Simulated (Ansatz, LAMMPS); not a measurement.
**Structural relaxation of a frame of liquid Zn38Se23S15 from 2050 K (76 atoms)**

Wanted: the relaxed structure of a frame of liquid Zn38Se23S15 from 2050 K (76 atoms) and its electronic structure.

Program: Ansatz 0.2.0. Level of theory: Kohn-Sham DFT, LDA, PAW (set soft_2), plane waves. Results are calculated unless marked as measured.

**1. The starting structure**

The cell holds 76 atoms: 38 Zn, 23 Se and 15 S. Its edges and angles: a = 11.922 Å, b = 11.922 Å, c = 11.922 Å, α = 90.0°, β = 90.0°, γ = 90.0°. 76 atoms (38 Zn, 23 Se, 15 S) placed at random at 4.69 g/cm³, melted at 2500 K for 10 ps at fixed volume with the Stillinger-Weber II-VI potential (Zhou et al., Phys. Rev. B 88, 085309 (2013)). Snapshot at the end of a hold of 5 ps at 2050 K and fixed volume.

What the set-up can't give: The starting topology of bonds comes from the classical model. Only the Γ point is sampled, in a cell whose shortest periodic width is 12 Å.

**2. Single point at the start**

The forces at the start show how far the geometry lies from a minimum of this functional.

input.yaml reads:

```yaml
crystal:
  lattice:
    - [11.9218, 0.0, 0.0]
    - [0.0, 11.9218, 0.0]
    - [0.0, 0.0, 11.9218]
  atoms:
    - { symbol: Zn, position: [0.31901, 0.79154, 0.10506] }
    - { symbol: Zn, position: [0.3079, 0.70311, 0.54273] }
    - { symbol: Zn, position: [0.73543, 0.08214, 0.53092] }
    - { symbol: Zn, position: [0.1407, 0.75408, 0.74887] }
    [... 66 atom lines left out ...]
    - { symbol: S, position: [0.51444, 0.56211, 0.99218] }
    - { symbol: S, position: [0.51022, 0.65043, 0.28722] }
    - { symbol: S, position: [0.12965, 0.59436, 0.97369] }
    - { symbol: S, position: [0.91808, 0.53502, 0.15817] }
    - { symbol: S, position: [0.37512, 0.30991, 0.25415] }
    - { symbol: S, position: [0.134, 0.54724, 0.71734] }
kpoints:
  mp_grid: { grid: [1, 1, 1] }
hamiltonian:
  xc: lda
scf:
  occupations: { method: fermi_dirac, width: 0.05 }
output:
  forces: true
  stress: true
  populations: true
  dos:
    method: { smearing: { sigma: 0.1 } }
    de: 0.1
    projected: { site_lists: { S: [S], Se: [Se], Zn: [Zn] } }
  eigenvalues: true
```

The run is started by

```console
> ansatz run input.yaml --threads 4 --pin off --max-ram 8192MiB --backend cpu --events-out ev --progress --plain --runs-dir out
```

The job ended after 37 s (4 threads of Arm Neoverse V2, shared host; peak memory 2.5 GiB; 2.4 min of CPU time).

Read from the output:

| Property | Result |
| --- | --- |
| free energy | -260219.5747 eV |
| free energy per atom | -3423.9418 eV/atom |
| SCF cycles | 12 |
| pressure | -6.942 GPa |
| r.m.s. force component | 0.5444 eV/Å |
| longest force | 1.776 eV/Å |
| Fermi energy | 6.479 eV |
| levels partly filled by over 2 per cent | 6 |
| spilling of the projection | 0.00965 |

The r.m.s. force component of 0.54 eV/Å and the pressure of -6.9 GPa set the starting point.

Neighbours are counted within 3.22 Å (Zn-Se), 3.02 Å (Zn-S).

Length of the force by element and coordination:

| element | coordination | atoms | mean length of the force (eV/Å) | spread | least | most |
| --- | --- | --- | --- | --- | --- | --- |
| S | all | 15 | 0.975 | 0.419 | 0.384 | 1.78 |
| S | 3 | 2 | 0.884 | 0.402 | 0.482 | 1.29 |
| S | 4 | 9 | 1.02 | 0.429 | 0.535 | 1.78 |
| S | 5 | 4 | 0.915 | 0.389 | 0.384 | 1.42 |
| Se | all | 23 | 1.10 | 0.304 | 0.603 | 1.72 |
| Se | 3 | 6 | 1.16 | 0.25 | 0.644 | 1.41 |
| Se | 4 | 12 | 1.07 | 0.289 | 0.624 | 1.49 |
| Se | 5 | 5 | 1.12 | 0.378 | 0.603 | 1.72 |
| Zn | all | 38 | 0.697 | 0.235 | 0.227 | 1.26 |
| Zn | 2 | 1 | 0.560 | 0 | 0.560 | 0.560 |
| Zn | 3 | 8 | 0.758 | 0.215 | 0.483 | 1.15 |
| Zn | 4 | 20 | 0.701 | 0.212 | 0.227 | 1.15 |
| Zn | 5 | 7 | 0.581 | 0.218 | 0.323 | 0.961 |
| Zn | 6 | 2 | 0.885 | 0.376 | 0.509 | 1.26 |

**3. Relaxation**

The atoms are relaxed in the fixed cell, aiming at the force tolerance of the input.

input.yaml, the sections that differ from step 2:

```yaml
output:
  forces: true
relax:
  f_tol: 0.03
  max_steps: 166
# crystal, kpoints, hamiltonian, scf: as in step 2
```

Wall time 13 min (4 threads); peak memory 2.5 GiB.

The steps of the relaxation (22 of 46):

| step | energy less that of the first step (eV) | largest force component (eV/Å) |
| --- | --- | --- |
| 1 | 0.0000 | 1.5292 |
| 3 | -9.7459 | 0.9000 |
| 5 | -15.1113 | 0.6597 |
| 7 | -19.1444 | 0.6228 |
| 10 | -21.9165 | 0.3572 |
| 12 | -22.9268 | 0.4050 |
| 14 | -23.9115 | 0.5974 |
| 16 | -24.8525 | 0.6112 |
| 18 | -25.7194 | 0.2927 |
| 20 | -26.5486 | 0.9992 |
| 22 | -27.4133 | 0.3322 |
| 25 | -27.9152 | 0.3936 |
| 27 | -28.1857 | 0.1927 |
| 29 | -28.3833 | 0.5111 |
| 31 | -28.5915 | 0.1605 |
| 33 | -28.8008 | 0.1992 |
| 35 | -29.0443 | 0.6429 |
| 37 | -29.3151 | 0.1978 |
| 40 | -29.4223 | 0.1054 |
| 42 | -29.4899 | 0.1422 |
| 44 | -29.5346 | 0.0938 |
| 46 | -29.5448 | 0.0251 |

The atoms that moved most (Å):

| atom | dx | dy | dz | length |
| --- | --- | --- | --- | --- |
| Zn19 | 1.623 | -1.013 | 1.726 | 2.577 |
| S73 | 0.908 | -1.239 | 1.671 | 2.270 |
| Zn18 | -1.199 | 0.182 | -1.488 | 1.920 |
| Zn20 | -0.451 | 0.784 | -1.630 | 1.864 |
| Se42 | -1.470 | 0.461 | 0.529 | 1.628 |
| S74 | -0.119 | 0.419 | -1.541 | 1.601 |
| S62 | 1.106 | -0.914 | 0.665 | 1.581 |
| Zn32 | 0.798 | 1.364 | 0.045 | 1.581 |

The relaxation changed the energy by -389 meV/atom, and atoms moved by 1.1 Å r.m.s., 2.6 Å at most.

**4. Distances and neighbours after relaxation**

Bonds before and after, by the cutoffs listed below:

| pair | bonds before | bonds after | mean before (Å) | mean after (Å) | spread before (Å) | spread after (Å) |
| --- | --- | --- | --- | --- | --- | --- |
| Zn-Se | 80 | 86 | 2.665 | 2.452 | 0.184 | 0.079 |
| Zn-S | 47 | 56 | 2.451 | 2.304 | 0.109 | 0.065 |

Density 4.69 g/cm³, 22.30 Å³ an atom.

Pair distribution functions g(r), in bins of 0.2 Å:

| r (Å) | total | Zn-Zn | Zn-Se | Zn-S | Se-Se | Se-S | S-S |
| --- | --- | --- | --- | --- | --- | --- | --- |
| 2.10 | 0.05 | 0.00 | 0.00 | 0.25 | 0.00 | 0.00 | 0.00 |
| 2.30 | 3.15 | 0.00 | 3.05 | 11.25 | 0.00 | 0.00 | 0.00 |
| 2.50 | 2.45 | 0.00 | 7.46 | 0.99 | 0.00 | 0.00 | 0.00 |
| 2.70 | 0.26 | 0.38 | 0.55 | 0.00 | 0.00 | 0.00 | 0.00 |
| 2.90 | 0.14 | 0.44 | 0.00 | 0.15 | 0.00 | 0.00 | 0.00 |
| 3.10 | 0.31 | 1.07 | 0.00 | 0.12 | 0.00 | 0.20 | 0.00 |
| 3.30 | 0.74 | 1.92 | 0.07 | 0.10 | 0.47 | 1.05 | 1.14 |
| 3.50 | 1.18 | 1.60 | 0.44 | 0.56 | 1.02 | 2.54 | 3.44 |
| 3.70 | 1.21 | 1.51 | 0.57 | 0.51 | 3.13 | 1.71 | 1.75 |
| 3.90 | 1.43 | 1.96 | 0.61 | 0.79 | 1.82 | 2.98 | 2.01 |
| 4.10 | 1.35 | 1.45 | 0.78 | 0.92 | 2.44 | 2.35 | 1.81 |
| 4.30 | 1.11 | 0.81 | 1.34 | 0.70 | 1.66 | 1.04 | 2.30 |
| 4.50 | 1.07 | 0.83 | 0.80 | 1.52 | 1.91 | 0.88 | 0.89 |
| 4.70 | 0.83 | 0.80 | 1.22 | 0.91 | 0.46 | 0.18 | 0.55 |
| 4.90 | 0.74 | 0.62 | 1.02 | 0.94 | 0.64 | 0.16 | 0.25 |
| 5.10 | 0.93 | 0.79 | 1.10 | 1.28 | 0.48 | 0.53 | 0.93 |
| 5.30 | 0.80 | 0.43 | 1.10 | 1.30 | 0.64 | 0.28 | 0.21 |
| 5.50 | 0.94 | 0.68 | 1.09 | 1.41 | 0.67 | 0.58 | 0.80 |
| 5.70 | 1.08 | 0.80 | 1.44 | 1.49 | 0.47 | 0.54 | 1.10 |
| 5.90 | 1.20 | 1.31 | 1.46 | 0.92 | 1.02 | 0.84 | 1.38 |

Bonds by pair of elements; cutoffs follow the first minimum of g(r), held within bounds set by covalent radii, and pairs that aren't listed don't count as bonded:

| pair A-B | cutoff (Å) | bonds | mean length (Å) | spread (Å) | shortest (Å) | B about A | A about B |
| --- | --- | --- | --- | --- | --- | --- | --- |
| Zn-Se | 3.02 | 86 | 2.45 | 0.079 | 2.31 | 2.26 | 3.74 |
| Zn-S | 2.68 | 56 | 2.30 | 0.065 | 2.19 | 1.47 | 3.73 |

How many atoms have how many bonded neighbours:

| element | mean | 3 | 4 | 5 |
| --- | --- | --- | --- | --- |
| S | 3.73 | 4 | 11 | 0 |
| Se | 3.74 | 7 | 15 | 1 |
| Zn | 3.74 | 10 | 28 | 0 |

Bond angles, per cent of each kind in bins of 5°:

| angle (°) | Zn-Se-Zn | S-Zn-Se | Zn-S-Zn | Se-Zn-Se | S-Zn-S |
| --- | --- | --- | --- | --- | --- |
| 60–65 | 1.7 | 0.0 | 0.0 | 0.0 | 0.0 |
| 65–70 | 5.0 | 0.0 | 0.0 | 0.0 | 0.0 |
| 70–75 | 2.5 | 0.0 | 0.0 | 0.0 | 0.0 |
| 75–80 | 9.1 | 0.0 | 2.6 | 0.0 | 0.0 |
| 80–85 | 13.2 | 0.0 | 5.1 | 1.4 | 0.0 |
| 85–90 | 5.8 | 7.4 | 10.3 | 1.4 | 10.0 |
| 90–95 | 5.0 | 12.6 | 11.5 | 9.6 | 0.0 |
| 95–100 | 4.1 | 14.7 | 5.1 | 13.7 | 26.7 |
| 100–105 | 4.1 | 7.4 | 10.3 | 17.8 | 0.0 |
| 105–110 | 8.3 | 15.8 | 7.7 | 4.1 | 13.3 |
| 110–115 | 10.7 | 11.6 | 11.5 | 16.4 | 13.3 |
| 115–120 | 8.3 | 7.4 | 17.9 | 12.3 | 0.0 |
| 120–125 | 5.0 | 4.2 | 3.9 | 4.1 | 13.3 |
| 125–130 | 3.3 | 5.3 | 3.9 | 4.1 | 3.3 |
| 130–135 | 1.7 | 6.3 | 2.6 | 5.5 | 6.7 |
| 135–140 | 3.3 | 2.1 | 0.0 | 5.5 | 6.7 |
| 140–145 | 5.0 | 2.1 | 1.3 | 1.4 | 6.7 |
| 145–150 | 0.8 | 2.1 | 2.6 | 2.7 | 0.0 |
| 150–155 | 2.5 | 1.1 | 0.0 | 0.0 | 0.0 |
| 155–160 | 0.8 | 0.0 | 2.6 | 0.0 | 0.0 |
| 160–165 | 0.0 | 0.0 | 1.3 | 0.0 | 0.0 |

Bond angles (no mean is given where the spread exceeds 20°):

| angle | count | mean (°) | spread (°) |
| --- | --- | --- | --- |
| Zn-Se-Zn | 121 | - | - |
| S-Zn-Se | 95 | 110 | 16 |
| Zn-S-Zn | 78 | 108 | 18.5 |
| Se-Zn-Se | 73 | 111 | 15.1 |
| S-Zn-S | 30 | 112 | 16.6 |

Bond length by coordination (bonds to H left out):

| element | coordination | atoms | mean bond length (Å) |
| --- | --- | --- | --- |
| S | 3 | 4 | 2.25 |
| S | 4 | 11 | 2.32 |
| Se | 3 | 7 | 2.39 |
| Se | 4 | 15 | 2.47 |
| Se | 5 | 1 | 2.50 |
| Zn | 3 | 10 | 2.32 |
| Zn | 4 | 28 | 2.41 |

Rings of the network by King's shortest-path rule, up to 12 atoms, one path for each pair of neighbours; H, halogens, alkali and alkaline-earth atoms are left out, and the last column divides by all other atoms, bonded or not:

| ring size (atoms) | rings | per network atom |
| --- | --- | --- |
| 4 | 23 | 0.303 |
| 6 | 59 | 0.776 |
| 8 | 58 | 0.763 |
| 10 | 7 | 0.092 |
| 12 | 1 | 0.013 |

First main peaks of g(r), for some of the pairs, lie near 2.4 Å (Zn-Se), 2.3 Å (Zn-S), 3.7 Å (Se-Se) and 3.5 Å (S-S). With the cutoffs above, 73 % of S atoms have 4, 65 % of Se atoms have 4 and 74 % of Zn atoms have 4 bonded neighbours. Rings of 6 atoms are the most common (40 % of those counted); sizes run from 4 to 12, where the search stops.

**5. Single point at the relaxed geometry**

One more single point at the end of the walk gives the fuller output and checks the residual forces.

input.yaml reads:

```yaml
crystal:
  lattice:
    - [11.9218, 0.0, 0.0]
    - [0.0, 11.9218, 0.0]
    - [0.0, 0.0, 11.9218]
  atoms:
    - { symbol: Zn, position: [0.23581, 0.86022, 0.11526] }
    - { symbol: Zn, position: [0.37224, 0.7076, 0.5951] }
    - { symbol: Zn, position: [0.68363, 0.13808, 0.51885] }
    - { symbol: Zn, position: [0.22634, 0.7403, 0.8086] }
    [... 66 atom lines left out ...]
    - { symbol: S, position: [0.54022, 0.56929, 0.00452] }
    - { symbol: S, position: [0.43982, 0.68112, 0.22733] }
    - { symbol: S, position: [0.20579, 0.4904, 0.11384] }
    - { symbol: S, position: [0.90807, 0.5702, 0.02892] }
    - { symbol: S, position: [0.45025, 0.38391, 0.31273] }
    - { symbol: S, position: [0.11678, 0.59986, 0.74581] }
kpoints:
  mp_grid: { grid: [1, 1, 1] }
hamiltonian:
  xc: lda
scf:
  occupations: { method: fermi_dirac, width: 0.05 }
output:
  forces: true
  stress: true
  populations: true
  dos:
    method: { smearing: { sigma: 0.08 } }
    de: 0.1
    projected: { site_lists: { S: [S], Se: [Se], Zn: [Zn] } }
  eigenvalues: true
  write_density: true
  write_potential: true
  volumetric_format: npy
```

The job ended after 39 s (4 threads; peak memory 2.5 GiB).

The run gave:

```yaml
free_energy: -260249.1194 eV
free_energy_per_atom: -3424.3305 eV/atom
scf_cycles: 11
pressure: -0.4945 GPa
r_m_s_force_component: 0.00732 eV/Å
longest_force: 0.02558 eV/Å
fermi_energy: 6.437 eV
spacing_of_highest_filled_and_lowest_empty_level: 1.038 eV
spilling_of_the_projection: 0.009037
```

States in the cell by windows of 1 eV, zero at the Fermi level; the larger projections on atomic orbitals stand beside the total:

| from (eV) | to (eV) | total | Zn d | Se p | S p | Zn s | Se s |
| --- | --- | --- | --- | --- | --- | --- | --- |
| -18 | -15 | 0.0 | 0.0 | 0.0 | 0.0 | 0.0 | 0.0 |
| -15 | -14 | 2.3 | 0.0 | 0.0 | 0.0 | 0.7 | 0.6 |
| -14 | -13 | 42.9 | 1.4 | 0.3 | 0.2 | 5.5 | 21.2 |
| -13 | -12 | 30.8 | 1.6 | 0.3 | 0.1 | 1.3 | 17.7 |
| -12 | -9 | 0.0 | 0.0 | 0.0 | 0.0 | 0.0 | 0.0 |
| -9 | -8 | 2.0 | 1.5 | 0.1 | 0.3 | 0.1 | 0.0 |
| -8 | -7 | 278.5 | 258.9 | 7.4 | 8.1 | 2.7 | 0.6 |
| -7 | -6 | 101.6 | 95.8 | 1.9 | 1.3 | 1.2 | 0.7 |
| -6 | -5 | 37.2 | 7.3 | 10.2 | 9.1 | 8.7 | 0.9 |
| -5 | -4 | 32.7 | 3.5 | 11.3 | 9.6 | 5.7 | 1.0 |
| -4 | -3 | 38.3 | 2.6 | 17.4 | 13.5 | 2.4 | 0.5 |
| -3 | -2 | 48.9 | 2.8 | 25.4 | 16.7 | 1.4 | 0.3 |
| -2 | -1 | 52.8 | 2.8 | 31.7 | 14.8 | 1.0 | 0.2 |
| -1 | 0 | 16.1 | 0.7 | 10.6 | 3.8 | 0.2 | 0.1 |
| 0 | 1 | 2.0 | 0.0 | 0.2 | 0.1 | 1.1 | 0.3 |
| 1 | 2 | 12.6 | 0.1 | 1.8 | 0.9 | 4.7 | 0.3 |
| 2 | 3 | 34.4 | 0.2 | 4.8 | 2.8 | 12.0 | 0.6 |
| 3 | 4 | 39.4 | 0.2 | 4.9 | 2.5 | 10.6 | 0.4 |
| 4 | 5 | 39.5 | 0.1 | 2.9 | 1.8 | 5.9 | 0.2 |

The curve was stored every 0.10 eV, coarse against its broadening of 0.08 eV, so these counts are rough.

The stored curve holds about 684 of the 914 electrons; the rest, give or take the few that broadening carries across the Fermi level, lie in deeper levels below its range.

The levels nearest the highest filled one (over half full), pooled over k-points and spins:

| level less the highest filled one (eV) | occupation |
| --- | --- |
| -0.365 | 2 |
| -0.319 | 2 |
| -0.251 | 2 |
| -0.171 | 2 |
| -0.0672 | 2 |
| 0 | 2 |
| 1.04 | 0 |
| 1.96 | 0 |
| 2.06 | 0 |
| 2.19 | 0 |
| 2.26 | 0 |
| 2.32 | 0 |

The largest share in the top eV of filled states is Se p (66 % of the projected weight), and in the lowest eV of empty states Zn s (59 % of the projected weight).

**6. What came out**

```json
{
 "energy change in the relaxation": "-388.7 meV/atom",
 "r.m.s. displacement": "1.114 Å",
 "largest displacement": "2.577 Å",
 "free energy per atom": "-3424.3305 eV/atom",
 "pressure": "-0.4945 GPa",
 "r.m.s. force component": "0.00732 eV/Å",
 "gap (highest filled to lowest empty level)": "1.038 eV",
 "wall time of the 3 DFT runs": "14 min"
}
```

Relaxation lowers the energy by 389 meV/atom and moves atoms by 1.1 Å r.m.s.; the r.m.s. force component goes from 0.54 to 0.0073 eV/Å, the pressure goes from -6.9 to -0.49 GPa. By the final cutoffs 22 of 127 bonded pairs parted and 37 joined. First to last step the energy falls by 29.545 eV; the largest move, 2.58 Å, is that of Zn19. The Zn-Se bonds change most in mean length: from 2.665 Å (spread 0.184) to 2.452 Å (spread 0.079), and their number from 80 to 86. With the cutoffs above, 73 % of S atoms have 4, 65 % of Se atoms have 4 and 74 % of Zn atoms have 4 bonded neighbours. Between filled and empty levels lie 1.04 eV (at Γ alone); a local or semilocal functional tends to put such gaps too low. In a disordered cell it changes from sample to sample and from frame to frame.

**Limits.** The starting topology of bonds comes from the classical model; in DFT 22 of its 127 bonded pairs passed out of the cutoffs and 37 came within them.

[Logs are printed without paths, hosts, clocks, repeated set-up lines and the standing remarks that a program may print on its own settings, such as how far it seeks lower states.]

[Hosts, paths, dates, database ids (printed as entryN), source tags and the programs' standing remarks are cut or masked in the printed files.]
